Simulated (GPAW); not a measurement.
# How TaV absorbs and reflects light

Aim: the dielectric function of TaV, and the optical constants that follow from it.

Calculated with GPAW 26.7.0; DFT, LDA, plane-wave PAW (GPAW data sets), scalar-relativistic, RPA, optical limit.

Report form: the programs' logs are mostly left out.

**1. Starting point**

It takes space group Cmmm (No. 65, orthorhombic). The conventional cell has a = 3.213 Å, b = 4.616 Å, c = 4.341 Å, α = 90.00°, β = 90.00°, γ = 90.00°. Nearest to Ta lie 4 V at 2.70 Å and 4 Ta at 2.81 Å. Nearest to V lie 4 Ta at 2.70 Å and 4 V at 2.81 Å. Farther neighbours are not listed.

**2. Ground state**

The self-consistent density comes first; it also tells whether there is a gap, which decides the occupations and the need for a Drude term.

This step: DFT, LDA, plane-wave PAW (GPAW data sets), scalar-relativistic, ground state (GPAW 26.7.0).

gs.py

```python
from ase import Atoms
from ase.dft.bandgap import bandgap
from gpaw import GPAW, PW, FermiDirac

atoms = Atoms(['Ta', 'V'],
              cell=[[1.60670000, -2.30777500, 0.00000000],
                    [1.60670000, 2.30777500, 0.00000000],
                    [0.00000000, 0.00000000, 4.34136100]],
              scaled_positions=[[0.00000000, 0.00000000, 0.00000000],
                                [0.50000000, 0.50000000, 0.50000000]],
              pbc=[True, True, True])
atoms.set_initial_magnetic_moments([0.0, 2.0])
atoms.calc = GPAW(mode=PW(450), xc='LDA', kpts={'size': (8, 8, 5), 'gamma': True},
                  occupations=FermiDirac(0.05), maxiter=150, txt='gs.txt')
print('energy (eV)', atoms.get_potential_energy())
print('Fermi level (eV)', atoms.calc.get_fermi_level())
print('valence electrons', atoms.calc.get_number_of_electrons())
print('gap (eV)', bandgap(atoms.calc, output=None)[0])
print('direct gap (eV)', bandgap(atoms.calc, direct=True, output=None)[0])
print('moments', atoms.get_magnetic_moments().round(3).tolist())
atoms.calc.write('gs.gpw')
```

Command:

```bash
OMP_NUM_THREADS=1 python gs.py
```

It took 43 s on 1 thread of Arm Neoverse V2, shared host; peak memory 0.17 GiB.

Numbers from this step:

| Item | Value |
| --- | --- |
| energy | -20.23 eV |
| Fermi energy | 10.17 eV |
| electrons | 26 |

There are states at the Fermi level within the smearing, so the occupations stay smeared and the carriers get a Drude term.

**3. Bands for the response**

The response needs many more empty bands than the density does.

This step: DFT, LDA, plane-wave PAW (GPAW data sets), scalar-relativistic, bands at fixed density (GPAW 26.7.0).

nscf.py

```python
from ase.dft.bandgap import bandgap
from gpaw import GPAW, FermiDirac

calc = GPAW('gs.gpw').fixed_density(kpts={'size': (16, 16, 10), 'gamma': True}, nbands=37, convergence={'bands': 31},
                                    occupations=FermiDirac(0.05), txt='nscf.txt')
print('gap (eV)', bandgap(calc, output=None)[0])
print('direct gap (eV)', bandgap(calc, direct=True, output=None)[0])
print('top band over the Fermi level (eV)', min(calc.get_eigenvalues(kpt=k)[30] for k in range(len(calc.get_ibz_k_points()))) - calc.get_fermi_level())
calc.write('full.gpw', mode='all')
```

Command:

```bash
OMP_NUM_THREADS=1 python nscf.py
```

The job ended after 4.4 min (1 thread; peak memory 0.6 GiB).

**4. Dielectric function, RPA**

Transitions between filled and empty bands, summed over the zone, give the optical response, so mesh, band count and broadening shape it.

The induced potential is part of this response.

This step: DFT, LDA, plane-wave PAW (GPAW data sets), scalar-relativistic, RPA, optical limit (GPAW 26.7.0).

df.py

```python
from gpaw.response.df import DielectricFunction

df = DielectricFunction('full.gpw', frequencies={'type': 'nonlinear', 'domega0': 0.03, 'omega2': 8},
                        ecut=50,
                        eta=0.2,
                        nbands=31,
                        rate=0.2,
                        txt='df.txt')
for direction in ['x', 'y', 'z']:
    df.get_dielectric_function(xc='RPA', direction=direction, filename=f'df_{direction}.csv')
```

Command:

```bash
OMP_NUM_THREADS=1 python df.py
```

Wall time 59 s (1 thread); peak memory 0.31 GiB.

This step gave:

```
centre of weight of the strongest loss peak in the window : 20.92 eV
```

Some rows of df_x.csv (energy; Re and Im without local fields; Re and Im with them):

```text
0.000000, 1351.585829, -0.000000, 1350.394912, -0.000000
0.555532, -99.875304, 124.166079, -99.819132, 123.896978
1.143969, -22.191626, 28.886975, -22.190487, 28.715650
1.768324, -2.136316, 19.512506, -2.092590, 19.321998
2.431988, 0.712312, 17.678764, 0.921737, 17.635930
3.138794, -0.526547, 15.705294, -0.426674, 15.876448
3.893091, -0.314124, 16.819982, -0.444306, 16.969501
4.699832, -6.782677, 11.227330, -6.801225, 11.193658
5.564682, -5.235486, 7.588455, -5.246328, 7.615653
6.494155, -4.158744, 4.425760, -4.195889, 4.467701
7.495775, -2.221387, 3.019998, -2.271490, 3.042099
8.578281, -1.324066, 3.461111, -1.370528, 3.496442
9.751884, -1.036982, 2.742877, -1.073042, 2.782260
11.028587, -1.374170, 2.253552, -1.445339, 2.292132
12.422601, -0.869938, 1.617775, -0.943658, 1.657581
13.950874, -0.398030, 1.280480, -0.541973, 1.303206
15.633783, -0.566728, 1.264521, -0.646506, 1.212177
17.496047, -0.396579, 0.692675, -0.450906, 0.677282
19.567954, -0.016425, 0.367856, -0.090940, 0.371440
21.887015, 0.267184, 0.255394, 0.166208, 0.245306
```

The Im ε has structure finer than the step of the table below, so its rows give means over 1 eV, whole bins alone (the curve runs from 0.619 to 23.7 eV). Peaks (eV: height): E ∥ y 4.4: 17.2; E ∥ z 3.5: 19.8.

Sum at mesh points, not converged in k. The Im ε by photon energy; means over each step:

| photon energy (eV) | E ∥ x | E ∥ y | E ∥ z |
| --- | --- | --- | --- |
| 2 | 18.6 | 16.1 | 18.5 |
| 3 | 16.5 | 12.7 | 17.3 |
| 4 | 16.0 | 14.3 | 17.5 |
| 5 | 9.69 | 12.7 | 10.7 |
| 6 | 6.07 | 5.85 | 5.23 |
| 7 | 3.60 | 3.72 | 3.41 |
| 8 | 3.12 | 3.32 | 3.12 |
| 9 | 3.06 | 2.22 | 2.22 |
| 10 | 2.73 | 2.76 | 2.47 |
| 11 | 2.35 | 2.80 | 2.07 |
| 12 | 1.76 | 1.94 | 1.86 |
| 13 | 1.51 | 1.57 | 1.50 |
| 14 | 1.36 | 1.37 | 1.31 |
| 15 | 1.38 | 1.33 | 1.37 |
| 16 | 1.08 | 1.15 | 1.11 |
| 17 | 0.768 | 0.927 | 0.751 |
| 18 | 0.586 | 0.595 | 0.547 |
| 19 | 0.435 | 0.369 | 0.418 |
| 20 | 0.360 | 0.335 | 0.380 |
| 21 | 0.300 | 0.303 | 0.341 |
| 22 | 0.237 | 0.242 | 0.277 |
| 23 | 0.176 | 0.183 | 0.238 |

Values under 1 per cm are given as 1; sum at mesh points, not converged in k. Table of absorption coefficient by photon energy:

| photon energy (eV) | E ∥ x (1/cm) | E ∥ y (1/cm) | E ∥ z (1/cm) |
| --- | --- | --- | --- |
| 1.010 | 6.4e5 | 6.0e5 | 5.9e5 |
| 1.486 | 5.8e5 | 5.6e5 | 5.6e5 |
| 1.985 | 6.4e5 | 6.0e5 | 6.3e5 |
| 2.508 | 7.4e5 | 6.6e5 | 6.7e5 |
| 3.018 | 8.9e5 | 7.4e5 | 8.1e5 |
| 3.510 | 9.7e5 | 7.8e5 | 1.1e6 |
| 3.980 | 1.2e6 | 9.3e5 | 1.3e6 |
| 4.516 | 1.5e6 | 1.4e6 | 1.5e6 |
| 4.981 | 1.4e6 | 1.6e6 | 1.6e6 |
| 5.515 | 1.5e6 | 1.6e6 | 1.6e6 |
| 6.021 | 1.5e6 | 1.5e6 | 1.5e6 |
| 6.494 | 1.5e6 | 1.4e6 | 1.5e6 |
| 6.985 | 1.4e6 | 1.4e6 | 1.4e6 |
| 7.496 | 1.3e6 | 1.3e6 | 1.3e6 |
| 8.026 | 1.2e6 | 1.5e6 | 1.4e6 |
| 8.516 | 1.4e6 | 1.4e6 | 1.4e6 |
| 9.023 | 1.5e6 | 1.2e6 | 1.3e6 |
| 9.483 | 1.4e6 | 1.1e6 | 1.2e6 |
| 10.026 | 1.5e6 | 1.3e6 | 1.4e6 |
| 10.519 | 1.5e6 | 1.5e6 | 1.4e6 |
| 11.029 | 1.6e6 | 1.6e6 | 1.4e6 |
| 11.479 | 1.6e6 | 1.7e6 | 1.4e6 |
| 12.023 | 1.5e6 | 1.5e6 | 1.5e6 |
| 12.504 | 1.5e6 | 1.5e6 | 1.5e6 |
| 13.000 | 1.5e6 | 1.5e6 | 1.5e6 |
| 13.512 | 1.4e6 | 1.5e6 | 1.4e6 |
| 14.040 | 1.4e6 | 1.4e6 | 1.4e6 |
| 14.493 | 1.5e6 | 1.4e6 | 1.3e6 |
| 14.960 | 1.6e6 | 1.5e6 | 1.5e6 |
| 15.536 | 1.6e6 | 1.5e6 | 1.6e6 |
| 16.031 | 1.6e6 | 1.5e6 | 1.6e6 |
| 16.541 | 1.5e6 | 1.5e6 | 1.5e6 |
| 16.959 | 1.4e6 | 1.5e6 | 1.4e6 |
| 17.496 | 1.4e6 | 1.5e6 | 1.4e6 |
| 18.049 | 1.3e6 | 1.4e6 | 1.2e6 |
| 18.504 | 1.2e6 | 1.3e6 | 1.1e6 |
| 18.969 | 1.1e6 | 1.1e6 | 9.8e5 |
| 19.447 | 1.0e6 | 9.1e5 | 9.0e5 |
| 20.061 | 8.5e5 | 7.8e5 | 8.0e5 |
| 20.438 | 8.6e5 | 7.8e5 | 8.1e5 |
| 20.953 | 7.6e5 | 7.3e5 | 7.5e5 |
| 21.482 | 6.2e5 | 6.1e5 | 6.4e5 |
| 22.024 | 5.4e5 | 5.3e5 | 5.6e5 |
| 22.440 | 4.8e5 | 4.8e5 | 5.4e5 |
| 23.009 | 3.8e5 | 3.8e5 | 4.8e5 |
| 23.446 | 3.1e5 | 3.2e5 | 4.3e5 |

Sum at mesh points, not converged in k. The reflectivity at normal incidence by photon energy; read off at these points:

| photon energy (eV) | E ∥ x (%) | E ∥ y (%) | E ∥ z (%) |
| --- | --- | --- | --- |
| 1.00 | 79.3 | 78.4 | 76.5 |
| 1.50 | 62.3 | 61.0 | 59.9 |
| 2.00 | 53.9 | 51.9 | 53.2 |
| 2.50 | 50.8 | 47.3 | 47.6 |
| 3.00 | 51.1 | 44.6 | 47.9 |
| 3.50 | 48.9 | 41.7 | 52.7 |
| 4.00 | 53.4 | 44.1 | 55.6 |
| 4.50 | 59.0 | 53.1 | 58.8 |
| 4.65 | 59.8 | 54.8 | 59.6 |
| 5.00 | 57.2 | 58.1 | 60.9 |
| 5.37 | 55.7 | 60.5 | 63.7 |
| 5.50 | 56.4 | 60.6 | 63.4 |
| 6.00 | 56.8 | 58.3 | 61.2 |
| 6.50 | 56.7 | 55.1 | 58.2 |
| 7.00 | 53.9 | 50.9 | 54.6 |
| 7.50 | 46.6 | 43.1 | 46.6 |
| 8.00 | 37.3 | 43.8 | 44.4 |
| 8.50 | 36.9 | 46.0 | 46.6 |
| 9.00 | 41.4 | 35.9 | 42.5 |
| 9.50 | 35.5 | 26.8 | 31.9 |
| 10.00 | 35.1 | 26.2 | 32.3 |
| 10.50 | 35.9 | 29.5 | 34.8 |
| 11.00 | 39.9 | 36.1 | 36.7 |
| 11.50 | 39.1 | 38.0 | 32.8 |
| 12.00 | 35.8 | 36.9 | 31.2 |
| 12.50 | 35.0 | 34.9 | 33.5 |
| 13.00 | 34.7 | 33.8 | 33.2 |
| 13.50 | 31.8 | 31.9 | 29.6 |
| 14.00 | 28.7 | 28.5 | 30.5 |
| 14.50 | 26.7 | 27.2 | 24.2 |
| 15.00 | 29.9 | 28.4 | 26.3 |
| 15.50 | 31.7 | 29.4 | 29.0 |
| 16.00 | 34.8 | 28.7 | 34.0 |
| 16.34 | 37.8 | 31.2 | 36.4 |
| 16.50 | 37.4 | 31.5 | 35.9 |
| 17.00 | 34.6 | 33.1 | 35.1 |
| 17.50 | 36.1 | 36.0 | 33.9 |
| 18.00 | 34.3 | 41.2 | 35.2 |
| 18.39 | 34.5 | 41.6 | 32.6 |
| 18.50 | 34.4 | 41.6 | 31.9 |
| 19.00 | 31.8 | 35.4 | 27.0 |
| 19.50 | 29.4 | 28.7 | 23.7 |
| 20.00 | 23.6 | 22.3 | 18.1 |
| 20.50 | 22.2 | 19.6 | 16.6 |
| 21.00 | 20.6 | 18.5 | 16.8 |
| 21.50 | 16.9 | 15.5 | 13.9 |
| 22.00 | 14.3 | 12.8 | 11.3 |
| 22.50 | 12.3 | 11.2 | 9.99 |
| 23.00 | 9.76 | 9.11 | 8.74 |
| 23.50 | 7.81 | 7.26 | 7.71 |

Sum at mesh points, not converged in k. Loss function −Im 1/ε at q → 0 against energy loss; read off at these points:

| energy loss (eV) | E ∥ x | E ∥ y | E ∥ z |
| --- | --- | --- | --- |
| 1.0 | 0.0156 | 0.0176 | 0.0188 |
| 2.0 | 0.0523 | 0.0600 | 0.0534 |
| 3.0 | 0.0599 | 0.0783 | 0.0560 |
| 4.0 | 0.0571 | 0.0660 | 0.0543 |
| 5.0 | 0.0794 | 0.0637 | 0.0640 |
| 6.0 | 0.101 | 0.0976 | 0.0942 |
| 7.0 | 0.150 | 0.165 | 0.154 |
| 8.0 | 0.275 | 0.202 | 0.211 |
| 9.0 | 0.248 | 0.371 | 0.301 |
| 10.0 | 0.305 | 0.344 | 0.336 |
| 11.0 | 0.309 | 0.300 | 0.381 |
| 12.0 | 0.440 | 0.402 | 0.446 |
| 13.0 | 0.500 | 0.488 | 0.534 |
| 14.0 | 0.663 | 0.642 | 0.654 |
| 15.0 | 0.602 | 0.634 | 0.648 |
| 16.0 | 0.642 | 0.733 | 0.657 |
| 17.0 | 0.954 | 0.808 | 0.962 |
| 18.0 | 1.26 | 1.01 | 1.38 |
| 19.0 | 1.94 | 2.17 | 2.29 |
| 20.0 | 2.82 | 3.04 | 2.54 |
| 21.0 | 3.18 | 3.02 | 2.68 |
| 21.2 | 3.28 | 3.01 | 2.67 |
| 22.0 | 2.71 | 2.43 | 2.15 |
| 23.0 | 1.72 | 1.61 | 1.69 |

Sum at mesh points, not converged in k. Table of Im ε, E ∥ x by photon energy; read off at these points:

| photon energy (eV) | without local fields | with local fields |
| --- | --- | --- |
| 1 | 35.6 | 35.5 |
| 2 | 19.2 | 19.1 |
| 3 | 16.5 | 16.7 |
| 4 | 17.2 | 17.3 |
| 5 | 9.15 | 9.15 |
| 6 | 6.00 | 6.03 |
| 7 | 3.52 | 3.56 |
| 8 | 2.98 | 3.00 |
| 9 | 2.99 | 3.01 |
| 10 | 2.76 | 2.80 |
| 11 | 2.29 | 2.33 |
| 12 | 1.67 | 1.71 |
| 13 | 1.46 | 1.52 |
| 14 | 1.28 | 1.30 |
| 15 | 1.46 | 1.41 |
| 16 | 1.18 | 1.13 |
| 17 | 0.785 | 0.759 |
| 18 | 0.603 | 0.591 |
| 19 | 0.436 | 0.438 |
| 20 | 0.348 | 0.354 |
| 21 | 0.303 | 0.302 |
| 22 | 0.250 | 0.238 |
| 23 | 0.193 | 0.178 |

Optical constants at common wavelengths, from n + ik = √ε:

| wavelength (nm) | n x | k x | R (%) x | 1/α x | n y | k y | R (%) y | 1/α y |
| --- | --- | --- | --- | --- | --- | --- | --- | --- |
| 1550 | 3.41 | 8.068 | 83.9 | 15 nm | 3.12 | 7.659 | 83.5 | 16 nm |
| 1064 | 2.64 | 5.298 | 74.5 | 16 nm | 2.46 | 4.935 | 72.9 | 17 nm |
| 532 | 3.01 | 2.899 | 50.8 | 15 nm | 2.67 | 2.759 | 49.3 | 15 nm |
| 405 | 2.82 | 2.893 | 50.9 | 11 nm | 2.61 | 2.376 | 44.1 | 14 nm |
| 308 | 2.77 | 3.130 | 53.8 | 7.8 nm | 3.04 | 2.364 | 44.5 | 10 nm |
| 248 | 1.60 | 2.860 | 57.2 | 6.9 nm | 2.01 | 3.182 | 58.1 | 6.2 nm |
| 193 | 1.00 | 2.321 | 57.3 | 6.6 nm | 0.99 | 2.246 | 56.1 | 6.8 nm |

A polished face would reflect 51 % of daylight and look light grey (CIE x = 0.321, y = 0.335 under D65).

**5. What came out**

```
centre of weight of the strongest loss peak in the window, first axis : 20.9 eV
```

In words: At this level (LDA, RPA) TaV is a metal. The mesh is too coarse to trust the carriers' weight, the reflectivity or the colour to better than tens of per cent. A polished face would reflect 51 % of daylight and look light grey (CIE x = 0.321, y = 0.335 under D65). The carriers' damping of 0.2 eV is typed, not computed; it shapes the response at the lowest energies. Spin-orbit coupling is left out although heavy atoms are present. The magnetic state comes from one start and need not be the lowest. The curves end at 24 eV, about where the summed bands run out. In this version of GPAW the matrix elements of the optical limit are incomplete, which can lower ε − 1 by up to a tenth where first-row anions or d states rule, and shift it by more in d metals. GPAW's carrier term has the form −ωp²/(ω + i·rate)², which damps like twice the rate and fails at low energy, so the curves leave the lowest energies out. The sum runs over mesh points 0.15 Å⁻¹ apart with no interpolation, so peaks are partly noise of the mesh, and the Drude plasma energy, a sum over the Fermi surface, isn't converged. Besides steps told in other documents, this task had 1 step that the program refused or didn't finish; those not told in a step above aren't shown.

[Machine, clock and banner lines and Python warnings are left out of the logs.]

[Logs are printed without paths, hosts, clocks, repeated set-up lines and the standing remarks that a program may print on its own settings, such as how far it seeks lower states.]

[Hosts, paths, dates, database ids (printed as entryN), source tags and the programs' standing remarks are cut or masked in the printed files.]
